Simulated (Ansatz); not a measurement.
**BeBi3 (built on the sites of a database entry of SrBi3): following an unstable mode**

Aim: this structure of BeBi3 (built on the sites of a database entry of SrBi3) is to be tested for unstable modes, and one is followed downhill.

Program: Ansatz 0.2.0. Level of theory: DFT PBEsol, scalar-relativistic, plane waves, norm-conserving pseudopotentials. Results are calculated unless marked as measured.

Most raw output is cut from this account.

The structure was built from a prototype and need not be the compound's stable phase.

### Step 1. The starting structure

It takes space group Pm-3m (No. 221, cubic). The conventional cell has a = 4.731 Å, b = 4.731 Å, c = 4.731 Å, α = 90.00°, β = 90.00°, γ = 90.00°. Nearest to Be lie 12 Bi at 3.35 Å. Nearest to Bi lie 4 Be at 3.35 Å and 8 Bi at 3.35 Å. Farther neighbours are not listed.

### Step 2. Phonons on a q mesh

The cell comes from relaxations at this level that are not shown. Stability and thermal properties need the whole zone. Linear response on a 2×2×2 q mesh gives force constants as far as a supercell of that size would.

Input file input.yaml:

```yaml
crystal:
  lattice:
    - [4.7310176949, 0.0, 0.0]
    - [0.0, 4.7310176949, 0.0]
    - [0.0, 0.0, 4.7310176949]
  atoms:
    - { symbol: Be, position: [0.0, 0.0, 0.0] }
    - { symbol: Bi, position: [0.5, 0.5, 0.0] }
    - { symbol: Bi, position: [0.5, 0.0, 0.5] }
    - { symbol: Bi, position: [0.0, 0.5, 0.5] }
kpoints:
  mp_grid: { grid: [10, 10, 10] }
hamiltonian:
  xc: pbesol
  pseudopotentials: { kind: nc }
scf:
  occupations: { method: methfessel_paxton, width: 0.2 }
output:
  eigenvalues: true
phonons:
  method: dfpt
  qmesh: [2, 2, 2]
  temperatures: { t_max: 1000, t_step: 50 }
  qpath:
    path:
      - [[0.0, 0.0, 0.0], [0.0, 0.5, 0.0], [0.5, 0.5, 0.0], [0.0, 0.0, 0.0], [0.5, 0.5, 0.5], [0.0, 0.5, 0.0]]
      - [[0.5, 0.5, 0.5], [0.5, 0.5, 0.0]]
    npoints: 10
```

Run with:

```bash
$ ansatz run input.yaml --threads 8 --pin off --max-ram 14336MiB --backend cpu --events-out ev --progress --plain --runs-dir out
```

Run time: 10 min. Hardware: 8 threads of Arm Neoverse V2, shared host; peak memory 6.2 GiB; 81 min of CPU time.

This step gave:

* volume per atom: 26.47 Å³
* gap on the k-mesh: 0 eV
* sum-rule residual before enforcement: 6.35e-5 eV/Å²
* lowest frequency on the path: -157.9 cm⁻¹
* point group: m-3m
* highest frequency on the path or at a solved wavevector: 108.9 cm⁻¹
* highest optical mode at the zone centre (no LO-TO term): 87.79 cm⁻¹
* lowest optical zone-centre mode: -157.9 cm⁻¹
* lowest mode on the q mesh (acoustic modes at Γ apart): -157.9 cm⁻¹

Frequencies (cm⁻¹) solved at each irreducible wavevector; negative means imaginary. Frequencies by wavevector, by row:

```
q in reciprocal lattice units  star  mode 1  mode 2  mode 3  mode 4  mode 10  mode 11  mode 12
                        0 0 0     1  -157.9  -157.9  -157.9   -36.5     87.8     87.8     87.8
                     0 0 -0.5     3    -131    -131   -68.8   -16.2     82.9     82.9     91.7
                  0 -0.5 -0.5     3  -116.9  -116.9  -105.4     -39     62.1     75.3       83
               -0.5 -0.5 -0.5     1  -144.9  -144.9  -144.9   -49.2     67.1     67.1    108.9
```

Interpolated from a 2×2×2 q mesh. Phonon branches along the path, in cm⁻¹:

```
    point  branch 1  branch 2  branch 3  branch 4  branch 9  branch 10  branch 11  branch 12
        Γ      -158      -158      -158       -36         0         88         88         88
  halfway      -145      -145      -121       -25        44         86         86         89
        X      -131      -131       -69       -16        61         83         83         92
  halfway      -124      -119       -95       -21        61         68         79         88
        M      -117      -117      -105       -39        48         62         75         83
  halfway      -133      -123      -122       -22        51         77         83         89
        Γ      -158      -158      -158       -36         0         88         88         88
  halfway      -124      -124      -124       -31        54         71         71         95
        R      -145      -145      -145       -49        67         67         67        109
  halfway      -126      -125      -115       -33        62         62         62         97
        X      -131      -131       -69       -16        61         83         83         92
jump to R      -145      -145      -145       -49        67         67         67        109
  halfway      -132      -132      -127       -44        61         61         65        101
        M      -117      -117      -105       -39        48         62         75         83
```

Symmetry leaves 4 wavevectors to solve. The lowest mode among them, the acoustic zeros apart, lies at Γ and is imaginary, 157.9i cm⁻¹, so the energy falls along it.

### Step 3. The mode frozen in, largest atomic shift 0 Å

The mode followed lies at Γ with frequency 157.9i cm⁻¹ and is 3-fold degenerate, the softest among the wavevectors solved. At small amplitude the distorted cell has space group no. 160 by a symmetry search on the positions. The undistorted cell that holds it gives the zero of energy on the same k mesh.

input.yaml, the sections that differ from step 2:

```yaml
output:
  forces: true
  stress: true
  eigenvalues: true
# crystal, kpoints, hamiltonian, scf: as in step 2
# phonons: removed
```

Run time: 4.2 s. Hardware: 8 threads; peak memory 1.3 GiB; 31 s of CPU time.

Numbers from this step:

```
pressure                         : -2.68e-5 GPa
energy from the undistorted cell : 0 meV/atom
```

The run ends at a pressure of 0.00 GPa.

### Step 4. The mode frozen in, largest atomic shift 0.6 Å

The atoms are moved along the unstable eigenvector, the largest shift by 0.6 Å, with the cell fixed.

input.yaml, the sections that differ from step 3:

```yaml
crystal:
  lattice:
    - [4.7310176949, 0.0, 0.0]
    - [0.0, 4.7310176949, 0.0]
    - [0.0, 0.0, 4.7310176949]
  atoms:
    - { symbol: Be, position: [-0.0732210666, 0.0732210666, 0.0732210666] }
    - { symbol: Bi, position: [0.5008644367, 0.4991355633, -0.0014287512] }
    - { symbol: Bi, position: [0.5008644367, -0.0014287512, 0.4991355633] }
    - { symbol: Bi, position: [0.0014287512, 0.4991355633, 0.4991355633] }
# kpoints, hamiltonian, scf, output: as in step 3
```

Wall time 14 s (8 threads); peak memory 1.5 GiB.

This step gave:

```yaml
pressure: 0.8289 GPa
energy_from_the_undistorted_cell: -27.26 meV/atom
```

The energy, extrapolated to zero smearing, is -27.26 meV/atom against the undistorted cell.

The run ends at a pressure of 0.83 GPa, with forces up to 0.22 eV/Å.

### Step 5. Energy along the mode, all amplitudes (two of the runs are shown above)

An imaginary frequency means negative curvature, so the energy should fall and then rise again as anharmonic terms take over.

This step gave:

```yaml
depth_at_the_lowest_point_sampled: 27.26 meV/atom
largest_atomic_shift_at_that_point: 0.6 Å
```

Table of energy from the parent by largest atomic shift:

```
largest atomic shift (Å)  energy from the parent (meV/atom)
                   0.000                                  0
                   0.040                             -0.168
                   0.080                             -0.671
                   0.140                              -2.03
                   0.220                              -4.91
                   0.320                              -9.95
                   0.450                              -18.1
                   0.600                              -27.3
```

Displacement at unit largest shift by atom:

```
atom   x (Å)   y (Å)   z (Å)   size
 Be1  -0.577   0.577   0.577  0.999
 Bi2   0.007  -0.007  -0.011  0.015
 Bi3   0.007  -0.011  -0.007  0.015
 Bi4   0.011  -0.007  -0.007  0.015
```

The lowest of the steps tried is the last one, at 0.6 Å, 27.3 meV/atom below the parent; the bottom of the well need not coincide with a step.

### Step 6. Relaxation from the frozen mode

Starting from the lowest point found, all atoms and the cell are let go, so that strain and other modes of the same symmetry can join in.

input.yaml: that of step 4 with these lines changed.

```diff
@@ -21 +21,6 @@
   eigenvalues: true
+relax:
+  adjacent_minimum: "off"
+  f_tol: 0.002
+  max_steps: 120
+  cell: { stress_tol: 0.03 }
```

Elapsed: 2.1 min, on 8 threads; peak memory 1.8 GiB.

The steps of the relaxation:

```
step  energy less that of the first step (eV)  largest force component (eV/Å)  pressure (GPa)  volume (Å³)
   1                                   0.0000                          0.1256            0.83       105.89
   2                                  -0.0657                          0.1374           -0.64       110.43
   3                                  -0.0758                          0.1328            1.20       109.81
   4                                  -0.0900                          0.0226           -0.19       111.35
   5                                  -0.0905                          0.0027           -0.02       111.18
   6                                  -0.0905                          0.0028            0.00       111.16
   7                                  -0.0906                          0.0000            0.00       111.15
  8*                                  -0.0909                          0.0000            0.01       111.15
```

Relaxation steps marked * repeat the geometry before them on a plane-wave basis chosen anew for their cell, so energy and pressure can jump there.

The run keeps the 6 symmetry operations that it works with, so distortions that break them were not tested.

```
conventional cell, symmetrised  before  after  change
                         a (Å)   6.691  6.703  +0.2 %
                         b (Å)   6.691  6.703  +0.2 %
                         c (Å)   8.194  8.570  +4.6 %
              volume (Å³/atom)   26.47  27.79  +5.0 %
```

The atoms that moved most (Å, as changes of fractional coordinates times the final cell):

```
atom      dx      dy      dz  length
 Be1  -0.189   0.189   0.189   0.328
 Bi2   0.048  -0.048  -0.094   0.116
 Bi3   0.048  -0.094  -0.048   0.116
 Bi4   0.094  -0.048  -0.048   0.116
```

Final coordinates:

```xyz
4
Lattice="4.8090 -0.0694 -0.0694 -0.0694 4.8090 0.0694 -0.0694 0.0694 4.8090" Properties=species:S:1:pos:R:3 pbc="T T T"
Be   -0.5517    0.5517    0.5517
Bi    2.4221    2.3176   -0.1005
Bi    2.4221   -0.1005    2.3176
Bi    0.0311    2.3870    2.3870
```

This step gave:

| Quantity | Value |
| --- | --- |
| pressure | 0.008974 GPa |
| volume per atom | 27.79 Å³ |

The distorted start has space group R3m; the relaxation ends in R3m.

### Step 7. The new phase in its own primitive cell

The relaxed structure is symmetrised, reduced to its primitive cell and relaxed tightly, as its phonons need.

input.yaml, the sections that differ from step 6:

```yaml
crystal:
  lattice:
    - [3.3514160076, 1.9349409342, 2.856607335]
    - [-3.3514160076, 1.9349409342, 2.856607335]
    - [0.0, -3.8698818683, 2.856607335]
  atoms:
    - { symbol: Be, position: [0.8885019236, 0.8885019236, 0.8885019236] }
    - { symbol: Bi, position: [0.5104167492, 0.020601136, 0.5104167492] }
    - { symbol: Bi, position: [0.020601136, 0.5104167492, 0.5104167492] }
    - { symbol: Bi, position: [0.5104167492, 0.5104167492, 0.020601136] }
kpoints:
  mp_grid: { grid: [9, 9, 9] }
relax:
  adjacent_minimum: "off"
  f_tol: 0.001
  max_steps: 60
  cell: { stress_tol: 0.01 }
# hamiltonian, scf, output: as in step 6
```

Wall time 55 s (8 threads); peak memory 1.6 GiB.

Little changed from the start: no atom moved by 0.005 Å and no cell edge by 0.1 %.

This step gave:

```yaml
pressure: 0.005384 GPa
volume_per_atom: 27.81 Å³
```

The largest force component left is 0.87 meV/Å and the pressure is 0.005 GPa, within the tolerances set. The cell now holds 27.81 Å³/atom.

### Step 8. Modes of the new phase, k-mesh 9×9×9

A relaxed structure may still be a saddle point, so its zone-centre modes are computed. No field response is asked, since the mesh shows no gap.

input.yaml, the sections that differ from step 7:

```yaml
crystal:
  lattice:
    - [3.3519419299, 1.9352445756, 2.8577489692]
    - [-3.3519419299, 1.9352445756, 2.8577489692]
    - [0.0, -3.8704891511, 2.8577489692]
  atoms:
    - { symbol: Be, position: [0.8883709631, 0.8883709631, 0.8883709631] }
    - { symbol: Bi, position: [0.5105823153, 0.0204009642, 0.5105823153] }
    - { symbol: Bi, position: [0.0204009642, 0.5105823153, 0.5105823153] }
    - { symbol: Bi, position: [0.5105823153, 0.5105823153, 0.0204009642] }
output:
  eigenvalues: true
phonons:
  method: dfpt
# kpoints, hamiltonian, scf: as in step 7
# relax: removed
```

Wall time 10 min (8 threads); peak memory 13 GiB; 79 min of CPU time.

Numbers from this step:

| Property | Result |
| --- | --- |
| sum-rule residual before enforcement | 7.25e-5 eV/Å² |
| point group | 3m |
| highest optical mode at the zone centre (no LO-TO term) | 225.0 cm⁻¹ |
| lowest optical zone-centre mode | -66.53 cm⁻¹ |

Patterns of degenerate modes are one choice out of their space. Modes at Γ, with each element's share of the kinetic energy (negative means imaginary):

```
mode  frequency (cm⁻¹)  symmetry  Be %  Bi %
   1             -66.5         E    20    80
   2             -66.5         E    20    80
   3             -17.6        A2     0   100
   4               0.0  acoustic     1    99
   5               0.0  acoustic     1    99
   6               0.0  acoustic     1    99
   7              81.6         E     0   100
   8              81.6         E     0   100
   9              87.1        A1     4    96
  10             172.2         E    79    21
  11             172.2         E    79    21
  12             225.0        A1    95     5
```

Displacements in mode 1 (-66.5 cm⁻¹), the largest set to 1:
```
Be1  0.32  1.00  0.00
Bi2 -0.10 -0.12 -0.06
Bi3  0.13 -0.04 -0.22
Bi4 -0.05  0.12  0.29
```

Displacements in mode 12 (225.0 cm⁻¹), the largest set to 1:
```
Be1  0.00  0.00  1.00
Bi2 -0.02  0.01 -0.01
Bi3  0.02  0.01 -0.01
Bi4  0.00 -0.02 -0.01
```

Before it was imposed, the acoustic sum rule was missed by 7.2e-5 eV/Å². Small misses are needed for a sound result but don't prove that mesh and cutoff are converged. The lowest optical mode is imaginary, 66.5i cm⁻¹, so the energy falls along it.

### Step 9. Outcome

| Quantity | Value |
| --- | --- |
| unstable mode of the parent | q = (0, 0, 0), 158i cm⁻¹ |
| depth at the lowest point sampled | 27.3 meV/atom |
| largest atomic shift at that point | 0.6 Å |
| space group reached (within 0.01 Å) | R3m |
| energy gained over the parent (first relaxation, on the mesh of the frozen mode) | 50.0 meV/atom |
| volume per atom, phase reached | 27.8 Å³ |
| lowest optical zone-centre mode, phase reached | -66.5 cm⁻¹ |
| highest optical mode at the zone centre (no LO-TO term), phase reached | 225 cm⁻¹ |

Along this mode the structure falls into R3m, 50.0 meV/atom below the parent. At the parent's cell the well is 27.26 meV/atom deep on the steps tried, with its lowest point at a shift of 0.6 Å. That is the last step tried, so the steps alone don't bracket the bottom of the well. Relaxing atoms and cell changes the gain by +22.74 meV/atom against the lowest step (energies at zero smearing). The new phase still has an imaginary mode at the zone centre of its cell, so it is a saddle point on the way to a lower structure. Of the 2 patterns followed to their end from this parent, this one ends 84.6 meV/atom above the lowest, P4mm. Each path keeps the symmetry of its pattern, so a lower phase may lie along a pattern not tried. With no gap, or one that is small against the smearing, the frequencies hang on the k mesh and the smearing, most of all near Kohn anomalies. The phonon runs are without spin polarisation, although the cell has an odd electron count. Spin-orbit coupling is left out, which can matter for the heavy elements here. A phonon run warned that its eigensolver left some bands unconverged in a pass. The starting cell was built on a prototype and not taken from a measurement, so the phase need not exist.

[Logs are printed without paths, hosts, clocks, repeated set-up lines and the standing remarks that a program may print on its own settings, such as how far it seeks lower states.]

[Hosts, paths, dates, database ids (printed as entryN), source tags and the programs' standing remarks are cut or masked in the printed files.]
